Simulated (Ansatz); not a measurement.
# InH (model cell, started as rocksalt type): a soft mode frozen in

Aim: this structure of InH (model cell, started as rocksalt type) is to be tested for unstable modes, and one is followed downhill.

Program: Ansatz 0.2.0. Level of theory: DFT PBE, scalar-relativistic, plane waves, PAW. Results are calculated unless marked as measured.

Report form: the programs' logs are mostly left out.

The structure was built from a prototype and need not be the compound's stable phase.

## Step 1: Starting point

Symmetry: Fm-3m, No. 225, cubic system. The conventional cell has a = 5.027 Å, b = 5.027 Å, c = 5.027 Å, α = 90.00°, β = 90.00°, γ = 90.00°. In has 6 H at 2.51 Å nearest. Nearest to H lie 6 In at 2.51 Å. Farther neighbours are not listed.

Structure file:

```cif
data_structure
_symmetry_space_group_name_H-M 'Fm-3m'
_symmetry_Int_Tables_number 225
_cell_length_a 5.0271
_cell_length_b 5.0271
_cell_length_c 5.0271
_cell_angle_alpha 90.000
_cell_angle_beta 90.000
_cell_angle_gamma 90.000
_cell_volume 127.05
loop_
_atom_site_label
_atom_site_type_symbol
_atom_site_symmetry_multiplicity
_atom_site_Wyckoff_symbol
_atom_site_fract_x
_atom_site_fract_y
_atom_site_fract_z
_atom_site_occupancy
In1 In 4 a 0.00000 0.00000 0.00000 1
H1 H 4 b 0.50000 0.00000 0.00000 1
```

## Step 2: Response at finite wavevector

The cell comes from relaxations at this level that are not shown. Stability and thermal properties need the whole zone. Linear response on a 4×4×4 q mesh gives force constants as far as a supercell of that size would.

Input file input.yaml:

```yaml
crystal:
  lattice:
    - [0.0, 2.5135637442, 2.5135637442]
    - [2.5135637442, 0.0, 2.5135637442]
    - [2.5135637442, 2.5135637442, 0.0]
  atoms:
    - { symbol: In, position: [0.0, 0.0, 0.0] }
    - { symbol: H, position: [0.5, 0.5, 0.5] }
kpoints:
  mp_grid: { grid: [16, 16, 16] }
hamiltonian:
  xc: pbe
scf:
  occupations: { method: methfessel_paxton, width: 0.2 }
output:
  eigenvalues: true
phonons:
  method: dfpt
  qmesh: [4, 4, 4]
  temperatures: { t_max: 1000, t_step: 50 }
  qpath:
    path:
      - [[0.0, 0.0, 0.0], [0.5, 0.0, 0.5], [0.625, 0.25, 0.625]]
      - [[0.375, 0.375, 0.75], [0.0, 0.0, 0.0], [0.5, 0.5, 0.5], [0.5, 0.25, 0.75], [0.5, 0.0, 0.5]]
    npoints: 10
```

The run is started by

```sh
> ansatz run input.yaml --threads 4 --pin off --max-ram 7168MiB --backend cpu --events-out ev --progress --plain --runs-dir out
```

Run time: 3.2 min. Hardware: 4 threads of Arm Neoverse V2, shared host; peak memory 3.4 GiB; 12 min of CPU time.

Numbers from this step:

| Property | Result |
| --- | --- |
| volume per atom | 15.88 Å³ |
| gap on the k-mesh | 0 eV |
| sum-rule residual before enforcement | 4.17e-5 eV/Å² |
| lowest frequency on the path | -928.8 cm⁻¹ |
| point group | m-3m |
| highest frequency on the path or at a solved wavevector | 105.7 cm⁻¹ |
| highest optical mode at the zone centre (no LO-TO term) | -298.6 cm⁻¹ |
| lowest optical zone-centre mode | -298.6 cm⁻¹ |
| lowest mode on the q mesh (acoustic modes at Γ apart) | -928.8 cm⁻¹ |

Frequencies (cm⁻¹) solved at each irreducible wavevector; negative means imaginary. Frequencies by wavevector, by row:

```
q in reciprocal lattice units  star  mode 1  mode 2  mode 3  mode 4  mode 5  mode 6
                        0 0 0     1  -298.6  -298.6  -298.6       0       0       0
                     0 0 0.25     8  -459.9  -290.2  -290.2      19      19    67.5
                     0 0 -0.5     4  -903.9  -232.6  -232.6   -20.3   -20.3   105.7
                  0 0.25 0.25     6  -502.5  -502.5  -324.8    36.4    36.4    75.2
                  0 0.25 -0.5    24  -704.4  -430.6  -316.4    38.7    57.5    90.1
                 0 0.25 -0.25    12  -550.1  -538.4  -253.2    29.8    59.8    87.6
                  0 -0.5 -0.5     3  -928.8  -536.7  -536.7    58.7    58.7    90.1
              0.25 -0.5 -0.25     6  -700.3  -700.3  -507.9    55.4    79.1    79.1
```

Interpolated from a 4×4×4 q mesh. Phonon branches along the path, in cm⁻¹:

```
    point  branch 1  branch 2  branch 3  branch 4  branch 5  branch 6
        Γ      -299      -299      -299         0         0         0
  halfway      -502      -502      -325        36        36        75
        X      -929      -537      -537        59        59        90
  halfway      -880      -545      -497        56        63        90
        U      -761      -570      -396        47        73        86
jump to K      -761      -570      -396        47        73        86
  halfway      -498      -408      -273        26        42        79
        Γ      -299      -299      -299         0         0         0
  halfway      -460      -290      -290        19        19        68
        L      -904      -233      -233       -20       -20       106
  halfway      -750      -388      -263        30        57        93
        W      -700      -700      -508        55        79        79
  halfway      -846      -558      -504        57        64        89
        X      -929      -537      -537        59        59        90
```

Symmetry leaves 8 wavevectors to solve. The lowest mode among them, the acoustic zeros apart, lies at q = (0, -0.5, -0.5) and is imaginary, 928.8i cm⁻¹, so the energy falls along it.

## Step 3: The mode frozen in, largest atomic shift 0 Å

The mode followed lies at q = (0, -0.5, -0.5) with frequency 928.8i cm⁻¹, the softest among the wavevectors solved. At small amplitude the distorted cell has space group no. 129 by a symmetry search on the positions. The undistorted cell that holds it gives the zero of energy on the same k mesh.

System of this step: InH (model cell, started as rocksalt type). It takes space group Fm-3m (No. 225, cubic). Conventional cell: a = 5.027 Å, b = 5.027 Å, c = 5.027 Å, α = 90.00°, β = 90.00°, γ = 90.00°. Nearest to In lie 6 H at 2.51 Å. Nearest to H lie 6 In at 2.51 Å. Farther neighbours are not listed.

Input file input.yaml:

```yaml
crystal:
  lattice:
    - [0.0, -2.5135637442, -2.5135637442]
    - [0.0, 2.5135637442, -2.5135637442]
    - [5.0271274884, 0.0, 0.0]
  atoms:
    - { symbol: In, position: [0.5, 0.5, 0.5] }
    - { symbol: In, position: [0.0, 0.0, 0.0] }
    - { symbol: H, position: [0.5, 0.5, 0.0] }
    - { symbol: H, position: [0.0, 0.0, 0.5] }
kpoints:
  mp_grid: { grid: [12, 12, 8] }
hamiltonian:
  xc: pbe
scf:
  occupations: { method: methfessel_paxton, width: 0.2 }
output:
  forces: true
  stress: true
  eigenvalues: true
```

Elapsed: 2.1 s, on 4 threads; peak memory 0.44 GiB.

Numbers from this step:

```yaml
pressure: -0.1023 GPa
energy_from_the_undistorted_cell: 0 meV/atom
```

The run ends at a pressure of -0.10 GPa.

## Step 4: The mode frozen in, largest atomic shift 0.6 Å

The atoms are moved along the unstable eigenvector, the largest shift by 0.6 Å, with the cell fixed.

input.yaml, the sections that differ from step 3:

```yaml
crystal:
  lattice:
    - [0.0, -2.5135637442, -2.5135637442]
    - [0.0, 2.5135637442, -2.5135637442]
    - [5.0271274884, 0.0, 0.0]
  atoms:
    - { symbol: In, position: [0.5, 0.5, 0.5000187226] }
    - { symbol: In, position: [0.0, 0.0, -1.87226e-05] }
    - { symbol: H, position: [0.5, 0.5, 0.1193524535] }
    - { symbol: H, position: [0.0, 0.0, 0.3806475465] }
# kpoints, hamiltonian, scf, output: as in step 3
```

Run time: 2.3 s. Hardware: 4 threads; peak memory 0.44 GiB.

This step gave:

```yaml
pressure: 1.774 GPa
energy_from_the_undistorted_cell: -87.18 meV/atom
```

The energy, extrapolated to zero smearing, is -87.18 meV/atom against the undistorted cell.

The run ends at a pressure of 1.77 GPa, with forces up to 0.80 eV/Å.

## Step 5: Energy along the mode, all amplitudes (two of the runs are shown above)

An imaginary frequency means negative curvature, so the energy should fall and then rise again as anharmonic terms take over.

Numbers from this step:

| Item | Value |
| --- | --- |
| depth at the lowest point sampled | 87.18 meV/atom |
| largest atomic shift at that point | 0.6 Å |

The energy from the parent by largest atomic shift:

```
largest atomic shift (Å)  energy from the parent (meV/atom)
                   0.000                                  0
                   0.040                              -1.21
                   0.080                              -4.93
                   0.140                              -14.6
                   0.220                              -32.5
                   0.320                              -57.3
                   0.450                              -83.0
                   0.600                              -87.2
```

Displacement at unit largest shift by atom:

```
atom  x (Å)  y (Å)  z (Å)  size
 In1   0.00   0.00   0.00  0.00
 In2   0.00   0.00   0.00  0.00
  H3   1.00   0.00   0.00  1.00
  H4  -1.00   0.00   0.00  1.00
```

The lowest of the steps tried is the last one, at 0.6 Å, 87.2 meV/atom below the parent; the bottom of the well need not coincide with a step.

## Step 6: Relaxation from the frozen mode

Starting from the lowest point found, all atoms and the cell are let go, so that strain and other modes of the same symmetry can join in.

input.yaml, as its differences from that of step 4:

```diff
@@ -20 +20,6 @@
   eigenvalues: true
+relax:
+  adjacent_minimum: "off"
+  f_tol: 0.002
+  max_steps: 120
+  cell: { stress_tol: 0.03 }
```

It took 27 s on 4 threads; peak memory 0.48 GiB; 1.7 min of CPU time.

Relaxation path:

```
step  energy less that of the first step (eV)  largest force component (eV/Å)  pressure (GPa)  volume (Å³)
   1                                   0.0000                          0.8015            1.77        63.52
   2                                  -0.0618                          0.5831           -0.61        64.15
   3                                  -0.1075                          0.0211            0.15        64.13
   4                                  -0.1241                          0.0242            0.55        63.67
   5                                  -0.1366                          0.0302            0.36        64.28
   6                                  -0.1505                          0.0661           -0.08        65.55
   7                                  -0.1530                          0.0377           -0.02        65.19
   8                                  -0.1539                          0.0073            0.05        64.90
   9                                  -0.1539                          0.0013            0.02        64.94
 10*                                  -0.1559                          0.0017            0.02        64.94
  11                                  -0.1558                          0.0027            0.00        65.02
  12                                  -0.1559                          0.0001            0.00        65.00
 13*                                  -0.1559                          0.0000            0.00        65.00
```

Relaxation steps marked * repeat the geometry before them on a plane-wave basis chosen anew for their cell, so energy and pressure can jump there.

Forces are held to the 16 operations that the run works with; a distortion that breaks them can't arise in this run.

```
conventional cell, symmetrised  before  after  change
                         a (Å)   3.555  3.442  -3.2 %
                         b (Å)   3.555  3.442  -3.2 %
                         c (Å)   5.027  5.488  +9.2 %
              volume (Å³/atom)   15.88  16.25  +2.3 %
```

The atoms that moved most (Å, as changes of fractional coordinates times the final cell):

```
atom      dx     dy     dz  length
  H4  -0.088  0.000  0.000   0.088
  H3   0.088  0.000  0.000   0.088
 In1   0.054  0.000  0.000   0.054
 In2  -0.054  0.000  0.000   0.054
```

The relaxed structure:

```xyz
4
Lattice="0.0000 -2.4335 -2.4335 0.0000 2.4335 -2.4335 5.4884 0.0000 0.0000" Properties=species:S:1:pos:R:3 pbc="T T T"
In    2.7982    0.0000   -2.4335
In   -0.0540    0.0000    0.0000
H     0.7427    0.0000   -2.4335
H     2.0015    0.0000    0.0000
```

This step gave:

* pressure: -2.55e-4 GPa
* volume per atom: 16.25 Å³

The distorted start has space group P4/nmm; the relaxation ends in P4/nmm.

## Step 7: The new phase in its own primitive cell

The relaxed structure is symmetrised, reduced to its primitive cell and relaxed tightly, as its phonons need.

input.yaml, the sections that differ from step 6:

```yaml
crystal:
  lattice:
    - [3.441518446, 0.0, 0.0]
    - [0.0, 3.441518446, 0.0]
    - [0.0, 0.0, 5.4883691254]
  atoms:
    - { symbol: In, position: [0.0, 0.5, 0.2598376564] }
    - { symbol: In, position: [0.5, 0.0, 0.7401623436] }
    - { symbol: H, position: [0.0, 0.5, 0.8853144128] }
    - { symbol: H, position: [0.5, 0.0, 0.1146855872] }
relax:
  adjacent_minimum: "off"
  f_tol: 0.001
  max_steps: 60
  cell: { stress_tol: 0.01 }
# kpoints, hamiltonian, scf, output: as in step 6
```

It took 5.3 s on 4 threads; peak memory 0.47 GiB; 20 s of CPU time.

Little changed from the start: no atom moved by 0.005 Å and no cell edge by 0.1 %.

This step gave:

```yaml
pressure: -2.52e-4 GPa
```

The largest force component left is 0.039 meV/Å and the pressure is 0.000 GPa, within the tolerances set. The cell now holds 16.25 Å³/atom.

## Step 8: Modes of the new phase, k-mesh 12×12×8

A relaxed structure may still be a saddle point, so its zone-centre modes are computed. No field response is asked, since the mesh shows no gap.

input.yaml, as its differences from that of step 7:

```diff
@@ -17,9 +17,4 @@
 output:
-  forces: true
-  stress: true
   eigenvalues: true
-relax:
-  adjacent_minimum: "off"
-  f_tol: 0.001
-  max_steps: 60
-  cell: { stress_tol: 0.01 }
+phonons:
+  method: dfpt
```

The job ended after 29 s (4 threads; peak memory 1.2 GiB; 1.8 min of CPU time).

This step gave:

```
sum-rule residual before enforcement                    : 3.01e-5 eV/Å²
point group                                             : 4/mmm
highest optical mode at the zone centre (no LO-TO term) : 789.6 cm⁻¹
lowest optical zone-centre mode                         : -345.8 cm⁻¹
```

Patterns of degenerate modes are one choice out of their space. Modes at Γ, with each element's share of the kinetic energy (negative means imaginary):

```
mode  frequency (cm⁻¹)  symmetry  In %  H %
   1            -345.8        Eu     1   99
   2            -345.8        Eu     1   99
   3             -17.4        Eg   100    0
   4             -17.4        Eg   100    0
   5               0.0  acoustic    99    1
   6               0.0  acoustic    99    1
   7               0.0  acoustic    99    1
   8             111.7       A1g   100    0
   9             485.1        Eg     0  100
  10             485.1        Eg     0  100
  11             551.7       A2u     1   99
  12             789.6       A1g     0  100
```

Displacements in mode 2 (-345.8 cm⁻¹), the largest set to 1:
```
In1 -0.01  0.00  0.00
In2 -0.01  0.00  0.00
H3   1.00  0.00  0.00
H4   1.00  0.00  0.00
```

Displacements in mode 12 (789.6 cm⁻¹), the largest set to 1:
```
In1  0.00  0.00 -0.01
In2  0.00  0.00  0.01
H3   0.00  0.00  1.00
H4   0.00  0.00 -1.00
```

Before it was imposed, the acoustic sum rule was missed by 3.0e-5 eV/Å². Small misses are needed for a sound result but don't prove that mesh and cutoff are converged. The lowest optical mode is imaginary, 345.8i cm⁻¹, so the energy falls along it.

## Step 9: What came out

```json
{
 "unstable mode of the parent": "q = (0, -0.5, -0.5), 929i cm⁻¹",
 "depth at the lowest point sampled": "87.2 meV/atom",
 "largest atomic shift at that point": "0.6 Å",
 "space group reached (within 0.01 Å)": "P4/nmm",
 "energy gained over the parent (first relaxation, on the mesh of the frozen mode)": "126 meV/atom",
 "volume per atom, phase reached": "16.3 Å³",
 "lowest optical zone-centre mode, phase reached": "-346 cm⁻¹",
 "highest optical mode at the zone centre (no LO-TO term), phase reached": "790 cm⁻¹"
}
```

**Reading.** Along this mode the structure falls into P4/nmm, 126 meV/atom below the parent. At the parent's cell the well is 87.18 meV/atom deep on the steps tried, with its lowest point at a shift of 0.6 Å. That is the last step tried, so the steps alone don't bracket the bottom of the well. Relaxing atoms and cell changes the gain by +39.16 meV/atom against the lowest step (energies at zero smearing). The new phase still has an imaginary mode at the zone centre of its cell, so it is a saddle point on the way to a lower structure. Of the 2 patterns followed to their end from this parent, this one reaches the lowest energy. Each path keeps the symmetry of its pattern, so a lower phase may lie along a pattern not tried. With no gap, or one that is small against the smearing, the frequencies hang on the k mesh and the smearing, most of all near Kohn anomalies. The starting cell was built on a prototype and not taken from a measurement, so the phase need not exist.

[Logs are printed without paths, hosts, clocks, repeated set-up lines and the standing remarks that a program may print on its own settings, such as how far it seeks lower states.]

[Hosts, paths, dates, database ids (printed as entryN), source tags and the programs' standing remarks are cut or masked in the printed files.]
